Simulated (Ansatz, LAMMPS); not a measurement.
## Localised basis functions on liquid mixture of acetonitrile and H2O at 300 K (204 atoms)

Wanted: errors and times of a linear-scaling basis for liquid mixture of acetonitrile and H2O at 300 K (204 atoms). A setting counts as converged where the r.m.s. difference of forces stays under 1 % of the r.m.s. force.

Method: Kohn-Sham DFT, PBE+D3(BJ), PAW (set soft_2), plane waves, in Ansatz 0.2.0.

## (1) Starting point

The cell holds 204 atoms: 58 C, 29 N, 107 H and 10 O. Cell: a = 13.881 Å, b = 13.881 Å, c = 13.881 Å, α = 90.0°, β = 90.0°, γ = 90.0°. 29 acetonitrile, 10 H2O placed at random, at 0.851 g/cm³; overlaps pushed apart, then 10 ps at 450 K with MMFF94 bonds, angles, torsions, charges and radii (Halgren, J. Comput. Chem. 17, 490 (1996)) in harmonic and 12-6 forms; SPC/E water (Berendsen, Grigera and Straatsma, J. Phys. Chem. 91, 6269 (1987)). Snapshot after 20 ps at 300 K and fixed volume.

Before any run, some limits are plain. The network of contacts between molecules at the start is that of the classical potential that made the cell, and needn't be the one that DFT or experiment would give. The density was typed from a rule of thumb and may lie off the real one at this temperature. The Brillouin zone is sampled at Γ only, in a cell whose shortest periodic width is 14 Å.

## (2) Making the structure

A classical potential makes the cell, at a small fraction of what the same run would cost in DFT.

This step: classical MD, MMFF94 bonds, angles, torsions, charges and radii (Halgren, J. Comput. Chem. 17, 490 (1996)) in harmonic and 12-6 forms; SPC/E water (Berendsen, Grigera and Straatsma, J. Phys. Chem. 91, 6269 (1987)) (LAMMPS 22 Jul 2025 - Update 4).

File in.lmp:

```
# liquid mixture of acetonitrile and H2O
units real
atom_style full
boundary p p p
bond_style harmonic
angle_style harmonic
dihedral_style opls
improper_style harmonic
special_bonds lj 0 0 0.5 coul 0 0 0.75
read_data data.lmp
neigh_modify delay 0 every 1 check yes one 4000
comm_modify cutoff 12.0
timestep 0.5
thermo_style custom step time temp pe press density
thermo_modify norm yes
# push overlapping molecules apart
pair_style soft 2.6
pair_coeff * * 0.0
variable a equal ramp(1,60)
fix ad all adapt 1 pair soft a * * v_a
velocity all create 450 627906 mom yes dist gaussian
fix lim all nve/limit 0.03
fix lan all langevin 450 450 50 627907 zero yes
thermo 1000
run 3000 post no
unfix ad
pair_style lj/cut/coul/long 9.0
pair_modify mix arithmetic tail yes
pair_coeff 1 1 0.0678 3.3680   # C
pair_coeff 2 2 0.0678 3.5530   # C
pair_coeff 3 3 0.0721 3.3270   # N
pair_coeff 4 4 0.0216 2.5400   # H
pair_coeff 5 5 0.1553 3.1660   # O
pair_coeff 6 6 0.0000 1.0000   # H
# [... 19 lines left out ...]
compute msd all msd com yes
thermo 5000
fix md all nvt temp 300 300 100
run 20000 post no
print "== T300: mean square displacement over the hold $(c_msd[4]:%.2f) A^2"
unfix md
uncompute msd
write_dump all custom T300.dump id type xs ys zs modify sort id
```

Started as:

```console
$ lmp -in in.lmp -log none -nocite
```

The log of the run:

```text
LAMMPS (22 Jul 2025 - Update 4)
Reading data file ...
  orthogonal box = (0 0 0) to (13.88095 13.88095 13.88095)
  204 atoms
  orthogonal box = (0 0 0) to (13.88095 13.88095 13.88095)
  165 bonds
  213 angles
   Step          Time           Temp          PotEng         Press         Density
         0   0              450            0.10424133     4507.0093      0.85100044
      1000   500            444.19937      1.0494168      16365.837      0.85100044
      2000   1000           396.70223      0.86667933     19647.204      0.85100044
      3000   1500           424.10019      0.93736899     4867.7041      0.85100044
[... 29 lines left out ...]
Loop time of 10.6151 s on 1 MPI rank(s) for 10000 steps with 204 atoms
   Step          Time           Temp          PotEng         Press         Density
[... 4 lines left out ...]
Loop time of 5.30825 s on 1 MPI rank(s) for 5000 steps with 204 atoms
   Step          Time           Temp          PotEng         Press         Density
[... 2 lines left out ...]
     25000   24000          320.13353     -1.0469552      7969.5413      0.85100044
     30000   29000          290.71537     -1.0841615      12707.548      0.85100044
     35000   34000          344.10761     -1.1121845      7779.9323      0.85100044
     37000   36000          292.22224     -1.1739847      1484.7308      0.85100044
Loop time of 21.01 s on 1 MPI rank(s) for 20000 steps with 204 atoms
== T300: mean square displacement over the hold 15.02 A^2
```

Elapsed: 40 s, on 1 thread of Intel Xeon Platinum 8175M at 2.50GHz (Skylake/Cascade Lake), shared host; peak memory 0.12 GiB.

The input also reads data.lmp (atoms, bonds and types; not printed here).

## (3) Plane-wave single point

The first run uses the default basis; a harder plane-wave run follows as the reference for the support functions.

File input.yaml:

```yaml
crystal:
  lattice:
    - [13.88095, 0.0, 0.0]
    - [0.0, 13.88095, 0.0]
    - [0.0, 0.0, 13.88095]
  atoms:
    - { symbol: C, position: [0.18103, 0.41229, 0.2901] }
    - { symbol: C, position: [0.25346, 0.482, 0.26162] }
    - { symbol: "N", position: [0.31731, 0.5352, 0.25] }
    - { symbol: H, position: [0.20596, 0.3387, 0.27566] }
    - { symbol: H, position: [0.16305, 0.42338, 0.3627] }
    - { symbol: H, position: [0.11329, 0.41802, 0.24658] }
    - { symbol: C, position: [0.32498, 0.81495, 0.48141] }
    - { symbol: C, position: [0.33891, 0.90178, 0.41979] }
    - { symbol: "N", position: [0.34183, 0.96777, 0.36838] }
    - { symbol: H, position: [0.26172, 0.82018, 0.5255] }
    - { symbol: H, position: [0.31151, 0.74869, 0.43722] }
    - { symbol: H, position: [0.38596, 0.80913, 0.52991] }
    - { symbol: C, position: [0.66459, 0.13473, 0.21908] }
    - { symbol: C, position: [0.6557, 0.02983, 0.21315] }
    - { symbol: "N", position: [0.64417, 0.94748, 0.21999] }
    - { symbol: H, position: [0.63629, 0.16342, 0.28608] }
    - { symbol: H, position: [0.73537, 0.15233, 0.21721] }
    - { symbol: H, position: [0.62005, 0.16595, 0.16254] }
    - { symbol: C, position: [0.03422, 0.3958, 0.94815] }
    - { symbol: C, position: [0.09209, 0.31442, 0.90456] }
    - { symbol: "N", position: [0.13575, 0.25674, 0.86588] }
    - { symbol: H, position: [0.98747, 0.3787, 0.01236] }
    - { symbol: H, position: [0.07857, 0.45799, 0.96669] }
    - { symbol: H, position: [0.98441, 0.43173, 0.90149] }
    - { symbol: C, position: [0.22441, 0.0122, 0.89343] }
    - { symbol: C, position: [0.26682, 0.00575, 0.98865] }
    - { symbol: "N", position: [0.29785, 0.99529, 0.06522] }
    - { symbol: H, position: [0.1575, 0.97486, 0.87455] }
    - { symbol: H, position: [0.20569, 0.0855, 0.8792] }
    - { symbol: H, position: [0.27156, 0.99849, 0.82804] }
    - { symbol: C, position: [0.72033, 0.32042, 0.55426] }
    - { symbol: C, position: [0.76458, 0.40474, 0.52157] }
    [... 166 atom lines left out ...]
    - { symbol: O, position: [0.43606, 0.2763, 0.27931] }
    - { symbol: H, position: [0.43621, 0.21292, 0.24506] }
    - { symbol: H, position: [0.42604, 0.26546, 0.34982] }
    - { symbol: O, position: [0.009, 0.85264, 0.88572] }
    - { symbol: H, position: [0.95344, 0.81083, 0.86689] }
    - { symbol: H, position: [0.06595, 0.83688, 0.84452] }
kpoints:
  mp_grid: { grid: [1, 1, 1] }
hamiltonian:
  xc: pbe
  dispersion: d3bj
scf:
  occupations: { method: fixed }
output:
  forces: true
  stress: true
  populations: intrinsic
  dos:
    method: { smearing: { sigma: 0.1 } }
    de: 0.1
    projected: { site_lists: { C: [C], H: [H], "N": ["N"], O: [O] } }
  eigenvalues: true
  write_density: true
  write_potential: true
  volumetric_format: npy
  elf: true
```

Started as:

```console
$ ansatz run input.yaml --threads 8 --pin off --max-ram 15872MiB --backend cpu --events-out ev --progress --plain --runs-dir out
```

The log of the run:

```text
Engine: ansatz 0.2.0, x86_64-unknown-linux-gnu
Pseudopotentials: kind: paw
Pseudopotential: C, paw, valence charge 4, recommended cutoff 420 eV (normal), C.paw.azcp
Pseudopotential: N, paw, valence charge 5, recommended cutoff 420 eV (normal), N.paw.azcp
Pseudopotential: H, paw, valence charge 1, recommended cutoff 420 eV (normal), H.paw.azcp
Pseudopotential: O, paw, valence charge 6, recommended cutoff 420 eV (normal), O.paw.azcp
[... 5 lines on functional and potentials left out ...]
Crystal: 204 atoms, lattice volume = 2674.592 Å³
Basis set: ecut = 420 eV, 52299 PW (Γ), exchange–correlation on 192×192×192 points (8 copies of the dense FFT grid, shifted against one another)
Bands: 476, of which v1, the nominal top of the filled ones, is band 272 counted from 1 (271 counted from 0)
Symmetry: 1 space group operations
Space group: P1 (ITA 1), of the structure as read, at distance tolerance 1.4e-4 Å
k-points: 1
[... 9 lines on functional and potentials left out ...]
Initial density: superposition of atomic densities (neutral atoms: chi_scale 0, normalization atom), corrected by the library's trained network
Initial wavefunctions: pseudopotential atomic-orbital guess
Functional: x = pbe(κ = 0.804, μ = 0.219515), c = pbe(β = 0.066725)
SCF iter   1: F=—  HF=-33069.674947 eV  |F-HF|=—  |Δ(HF+E_count)|=         —  Δρ=3.26e-3  dr2=4.13e-1  ethr=1.77e-3  ⟨swp⟩=5.0  Hψ=1634  notcnv=0  defer=198
preconditioner: auto → Resta (q_TF=auto, 2.092 Å⁻¹)  ε∞=2.3  [insulator: Δε(μ)=4.465 eV  Ē_g=14.642 eV  n_scr=436 (ndim 8)  ℏωp=16.7 eV  f_vac=0.250  ε∞_Penn≈2.3]
SCF iter   2: F=—  HF=-33069.699198 eV  |F-HF|=—  |Δ(HF+E_count)|=   2.43e-2  Δρ=1.91e-3  dr2=1.18e-1  ethr=7.59e-5  ⟨swp⟩=3.0  Hψ=799  notcnv=0  defer=202
SCF iter   3: F=—  HF=-33069.706957 eV  |F-HF|=—  |Δ(HF+E_count)|=   7.76e-3  Δρ=1.04e-3  dr2=4.76e-2  ethr=2.17e-5  ⟨swp⟩=4.0  Hψ=544  notcnv=0  defer=202
SCF iter   4: F=—  HF=-33069.706141 eV  |F-HF|=—  |Δ(HF+E_count)|=   8.17e-4  Δρ=3.31e-4  dr2=4.49e-3  ethr=8.75e-6  ⟨swp⟩=4.0  Hψ=530  notcnv=0  defer=202
SCF iter   5: F=—  HF=-33069.705526 eV  |F-HF|=—  |Δ(HF+E_count)|=   6.15e-4  Δρ=2.00e-4  dr2=1.25e-3  ethr=8.25e-7  ⟨swp⟩=3.0  Hψ=552  notcnv=0  defer=202
SCF iter   6: F=—  HF=-33069.705334 eV  |F-HF|=—  |Δ(HF+E_count)|=   1.92e-4  Δρ=9.23e-5  dr2=2.64e-4  ethr=2.29e-7  ⟨swp⟩=2.0  Hψ=820  notcnv=0  defer=202
SCF iter   7: F=—  HF=-33069.705330 eV  |F-HF|=—  |Δ(HF+E_count)|=   4.17e-6  Δρ=3.58e-5  dr2=3.42e-5  ethr=4.86e-8  ⟨swp⟩=2.0  Hψ=527  notcnv=0  defer=202
SCF iter   8: F=—  HF=-33069.707549 eV  |F-HF|=—  |Δ(HF+E_count)|=   2.22e-3  Δρ=1.10e-5  dr2=3.70e-6  ethr=6.28e-9  ⟨swp⟩=2.0  Hψ=548  notcnv=0  defer=202
SCF iter   9: F=—  HF=-33069.707550 eV  |F-HF|=—  |Δ(HF+E_count)|=   1.07e-6  Δρ=5.68e-6  dr2=1.02e-6  ethr=6.80e-10  ⟨swp⟩=2.0  Hψ=533  notcnv=0  defer=202
SCF iter  10: F=—  HF=-33069.707550 eV  |F-HF|=—  |Δ(HF+E_count)|=   8.60e-8  Δρ=2.88e-6  dr2=2.51e-7  ethr=1.87e-10  ⟨swp⟩=3.0  Hψ=535  notcnv=0  defer=202
SCF iter  11: F=-33069.707550 eV  HF=-33069.707550 eV  |F-HF|=2.90e-9  |Δ(HF+E_count)|=   2.32e-8  Δρ=8.69e-7  dr2=2.27e-8  ethr=1.84e-11  ⟨swp⟩=22.0  Hψ=4568  notcnv=0
SCF 1 converged in 11 iterations: F = -33069.707550 eV  dr2 = 2.27e-8
  greatest PAW one-centre occupation: 0.864 electrons in one spin orbital (limit 2), on the O atom at site 192 (counted from 0), in its partial waves of l = 0
WARN: The input density's exchange-correlation potential varies sharply where the density is thin. Do not read a vacuum level from v_tot or v_xc, or from such a field of the output density. On a cell that repeats whose density bears no net charge and no dipole along the vacuum's axis use v_es (v_loc + v_h of the components); [...]
SCF converged after 11 iterations
Free energy (F): -33069.707550 eV
Harris-Foulkes:  -33069.707550 eV  (|F-HF|=2.90e-9)
Internal energy: -33069.707550 eV  (E = F + TS)
E sigma→0 (E₀):  -33069.707550 eV
Fermi energy:    -1.870792 eV
--- Per-component energies (eV) ---
  E_band       = -4728.498151
  E_kinetic    = 12081.601281
  E_local      = -35369.793428  (includes V_loc(G=0)·N_el)
  E_nonlocal   = 3646.163640
  E_hartree    = 12000.977117
  E_xc         = -6124.437620
  E_vxc        = -7696.190985  (∫ρ·V_xc dr)
  E_paw        = -11102.887482  (= ΣΔE_a)
  E_vpaw       = -1392.123626  (= ΣTr[D̂ρ^β])
  E_aug_tail   = -0.111663  (compensation charges beyond the density's cutoff)
  E_ewald      = -8192.112370
  E_disp       = -9.107025  (pairwise vdW)
  E_smearing   = -0.000000  (= −TS)
  E_closure    = 0.000000  (closes the sum)
  Σ components = -33069.707550   (vs F -33069.707550, Δ=0.00e0)
--- Forces (eV/Å), atoms counted from 1 ---
  atom   1  C     -0.40767399    -0.17774702    -2.28260582
  atom   2  C      0.31756831    -0.00673343     0.34114114
  atom   3  N     -0.29346544     0.02355404    -0.25433691
  atom   4  H      0.15079091     0.04945127     0.24943645
  atom   5  H     -0.36420408     0.08789160     1.71864597
  atom   6  H      0.59194258     0.20513331     0.31970270
  atom   7  C      0.12336373     0.38375611    -1.32277626
  atom   8  C     -0.80090917    -1.21819372     0.53631849
  atom   9  N      0.52125493    -0.28792170     0.47053361
  atom  10  H     -0.74318655     0.51675034     0.46501865
  atom  11  H      0.65149968     0.67232707     0.29899790
  atom  12  H      0.26557828    -0.43818576     0.04324111
  atom  13  C     -2.98715280    -1.54842896    -0.12575224
  atom  14  C     -0.30536408     0.72979306     0.80184330
[...]
atom 203  H      1.19670239     0.39354649     0.03104596
  atom 204  H     -1.10023101     0.01628865    -0.10153252
  max |Σ_I F_I| component: 9.56e-5 eV/Å
--- Stress (GPa, compression-positive) ---
       -0.349797       0.200319      -0.193866
        0.200318      -0.437360      -0.003303
       -0.193866      -0.003303      -0.243676
  P = ⅓ Tr σ = -0.3436 GPa (-3.436 kbar)
--- Band table (eV) ---
  k-point 0: bands = ["-20.9983", "-20.4932", "-20.4211", "-20.2855", [... 460 levels ...], "8.8069", "8.8426", "8.8649", "8.8764", "8.9323", "8.9648", "8.9781", "9.0020", "9.0240", "9.0319", "9.0822", "9.1276"]
--- intrinsic populations: 204 sites ---
  site symbol       q [e]
     0      C      4.5875
     1      C      3.8318
     2      N      5.2916
[...]
203      H      0.6252
  spilling = 0.000000 (of n_electrons = 544.000000)
```

Wall time 25 s (8 threads of Intel Xeon Platinum 8175M at 2.50GHz (Skylake/Cascade Lake), shared host); peak memory 3.7 GiB.

The program notes that the exchange-correlation potential is rough where the density is thin.

Read from the output:

```
free energy                                      : -33069.7075 eV
free energy per atom                             : -162.1064 eV/atom
SCF cycles                                       : 11
pressure                                         : -0.3436 GPa
r.m.s. force component                           : 0.9246 eV/Å
longest force                                    : 5.637 eV/Å
Fermi energy                                     : -1.871 eV
gap (highest filled to lowest empty level) : 4.461 eV
```

The r.m.s. force component of 0.92 eV/Å and the pressure of -0.34 GPa set the scale for the differences below.

## (4) Plane waves at 750 eV (750 eV)

The grid of the support functions holds more waves than the default cutoff, so they are judged against a harder plane-wave run.

input.yaml, the sections that differ from step 3:

```yaml
output:
  forces: true
  eigenvalues: true
basis:
  ecutwfc: "750 eV"
# crystal, kpoints, hamiltonian, scf: as in step 3
```

The log of the run:

```text
[...]
Crystal: 204 atoms, lattice volume = 2674.592 Å³
Basis set: ecut = 750 eV, 124289 PW (Γ), exchange–correlation on 250×250×250 points (8 copies of the dense FFT grid, shifted against one another)
Bands: 476, of which v1, the nominal top of the filled ones, is band 272 counted from 1 (271 counted from 0)
Symmetry: 1 space group operations
[...]
k-points: 1
[...]
SCF iter   1: F=—  HF=-33070.439370 eV  |F-HF|=—  |Δ(HF+E_count)|=         —  Δρ=3.40e-3  dr2=4.16e-1  ethr=1.77e-3  ⟨swp⟩=5.0  Hψ=1639  notcnv=0  defer=198
[...]
SCF iter   3: F=—  HF=-33070.466618 eV  |F-HF|=—  |Δ(HF+E_count)|=   6.55e-3  Δρ=1.07e-3  dr2=4.80e-2  ethr=2.20e-5  ⟨swp⟩=4.0  Hψ=544  notcnv=0  defer=41
automatic band count: iteration 3 solves 315 bands in place of 476: the levels show a gap, and the empty bands left out lie too high to hold charge; the band table lists the bands solved (type scf.n_extra_bands for more)
SCF iter   4: F=—  HF=-33070.465555 eV  |F-HF|=—  |Δ(HF+E_count)|=   1.06e-3  Δρ=3.37e-4  dr2=4.56e-3  ethr=8.83e-6  ⟨swp⟩=4.0  Hψ=530  notcnv=0  defer=41
SCF iter   5: F=—  HF=-33070.464958 eV  |F-HF|=—  |Δ(HF+E_count)|=   5.96e-4  Δρ=2.02e-4  dr2=1.26e-3  ethr=8.38e-7  ⟨swp⟩=3.0  Hψ=561  notcnv=0  defer=41
[...]
SCF iter  10: F=—  HF=-33070.462097 eV  |F-HF|=—  |Δ(HF+E_count)|=   9.56e-8  Δρ=3.05e-6  dr2=2.83e-7  ethr=1.91e-10  ⟨swp⟩=3.0  Hψ=534  notcnv=0  defer=41
SCF iter  11: F=-33070.462097 eV  HF=-33070.462097 eV  |F-HF|=4.07e-9  |Δ(HF+E_count)|=   1.31e-8  Δρ=8.90e-7  dr2=2.36e-8  ethr=1.84e-11  ⟨swp⟩=13.0  Hψ=1613  notcnv=0
SCF 1 converged in 11 iterations: F = -33070.462097 eV  dr2 = 2.36e-8
[...]
SCF converged after 11 iterations
Free energy (F): -33070.462097 eV
[...]
Internal energy: -33070.462097 eV  (E = F + TS)
E sigma→0 (E₀):  -33070.462097 eV
Fermi energy:    -1.871363 eV
[...]
Σ components = -33070.462097   (vs F -33070.462097, Δ=0.00e0)
--- Forces (eV/Å), atoms counted from 1 ---
  atom   1  C     -0.41302740    -0.18297875    -2.28023765
  atom   2  C      0.32653156     0.00093638     0.33946459
  atom   3  N     -0.30255816     0.01571815    -0.25262748
  atom   4  H      0.14670373     0.05778011     0.25105608
[...]
atom 204  H     -1.11567872     0.01970942    -0.09063166
  max |Σ_I F_I| component: 1.06e-4 eV/Å
--- Band table (eV) ---
[...]
```

Run time: 30 s. Hardware: 8 threads; peak memory 7.6 GiB; 3.7 min of CPU time.

Forces differ from the reference by 6.9 meV/Å r.m.s., 0.74 % of their size, within a tolerance of 1 %; the energy by -3.7 meV/atom.

## (5) Support functions medium

The cell is solved in localised support functions. Besides, the program derives a nominal cutoff of 464 eV for this run, against the reference's 750.

This step: Kohn-Sham DFT, PBE+D3(BJ), PAW (set soft_2), localised support functions (medium) (Ansatz 0.2.0).

input.yaml, the sections that differ from step 4:

```yaml
scf:
  occupations: { method: fixed }
  eigensolver: { kind: { support_functions: { accuracy: medium } } }
  max_iter: 150
# crystal, kpoints, hamiltonian, output: as in step 4
# basis: removed
```

The log of the run:

```text
Warning: scf.eigensolver.kind.support_functions: disabling space-group detection — the functions' gradient is summed over unrotated k-points, so no spatial operation reduces the k-mesh or symmetrises the density; time reversal is kept, so that k and −k are solved as one point where they differ and the mesh holds both, and exact exchange and, on two spinor components, a DFT+U term hold to it where the run has them: [...]
Warning: basis.ecutwfc = 464 eV, auto-derived: no grid that the accuracy of the support functions lays serves the files at the lower one that their records recommend; a deck with other species or settings can derive another value
settings of this run that can trade accuracy for cost: scf.eigensolver.kind.support_functions [...]
[...]
Crystal: 204 atoms, lattice volume = 2674.592 Å³
Basis set: ecut = 464 eV, 60941 PW (Γ), exchange–correlation on 240×240×240 points (8 copies of the dense FFT grid, shifted against one another)
Bands: 327, of which v1, the nominal top of the filled ones, is band 272 counted from 1 (271 counted from 0)
Symmetry: 1 space group operations
k-points: 1
[...]
SCF iter   1: F=—  HF=-33115.978123 eV  |F-HF|=—  |Δ(HF+E_count)|=         —  Δρ=9.11e-2  dr2=2.36e2  ethr=1.00e-1
[...]
SCF iter  13: F=—  HF=-33070.529821 eV  |F-HF|=—  |Δ(HF+E_count)|=   7.50e-4  Δρ=1.45e-5  dr2=8.64e-6  ethr=4.41e-9  κ⁻¹=8.9e-5(r=7)
SCF iter  14: F=-33070.529818 eV  HF=-33070.529819 eV  |F-HF|=5.06e-7  |Δ(HF+E_count)|=   1.89e-6  Δρ=5.22e-6  dr2=1.56e-6  ethr=1.59e-9
SCF 1 converged in 14 iterations: F = -33070.538912 eV  dr2 = 1.56e-6
[...]
SCF converged after 14 iterations
Stability not checked: this state was not tested for a lower state beside it, because the mixer in use, unlike msr1, does not test its closes by its own steps (another_mixer; see scf.mixing.algorithm and scf.lower_state_search)
Free energy (F): -33070.538912 eV
[...]
Internal energy: -33070.538912 eV  (E = F + TS)
E sigma→0 (E₀):  -33070.538912 eV
Fermi energy:    -1.871992 eV
[...]
Σ components = -33070.538912   (vs F -33070.538912, Δ=0.00e0)
--- Forces (eV/Å), atoms counted from 1 ---
  atom   1  C     -0.41359902    -0.18330071    -2.27983072
  atom   2  C      0.32849761     0.00269605     0.33894552
  atom   3  N     -0.30472096     0.01380557    -0.25242222
  atom   4  H      0.14658968     0.05833912     0.25133870
[...]
atom 204  H     -1.11843778     0.02044079    -0.08867039
  max |Σ_I F_I| component: 1.29e-3 eV/Å
--- Band table (eV) ---
[...]
```

Run time: 2.5 min. Hardware: 8 threads; peak memory 7.2 GiB.

The program notes that the band table was not solved further than the SCF left it and it switched symmetry off.

Keys that differ from the reference: basis.ecutwfc removed, support_functions.accuracy = "medium" and scf.max_iter = 150.

Forces differ from the reference by 1.2 meV/Å r.m.s., 0.13 % of their size, well within a tolerance of 1 %; the energy by -0.38 meV/atom. It took 5.1 times the reference's time (shared host, so rough).

(Continued in part 2 of 4.)

[Long decimals in the printed logs are rounded to 6 places.]

[Logs are printed without paths, hosts, clocks, repeated set-up lines and the standing remarks that a program may print on its own settings, such as how far it seeks lower states.]

[Hosts, paths, dates, database ids (printed as entryN), source tags and the programs' standing remarks are cut or masked in the printed files.]

[The MMFF94 radii named for the starting cell were scaled by 0.96; in molecules described by MMFF94, hydrogen bound to N, O or S took a small fixed 12-6 site in their place.]
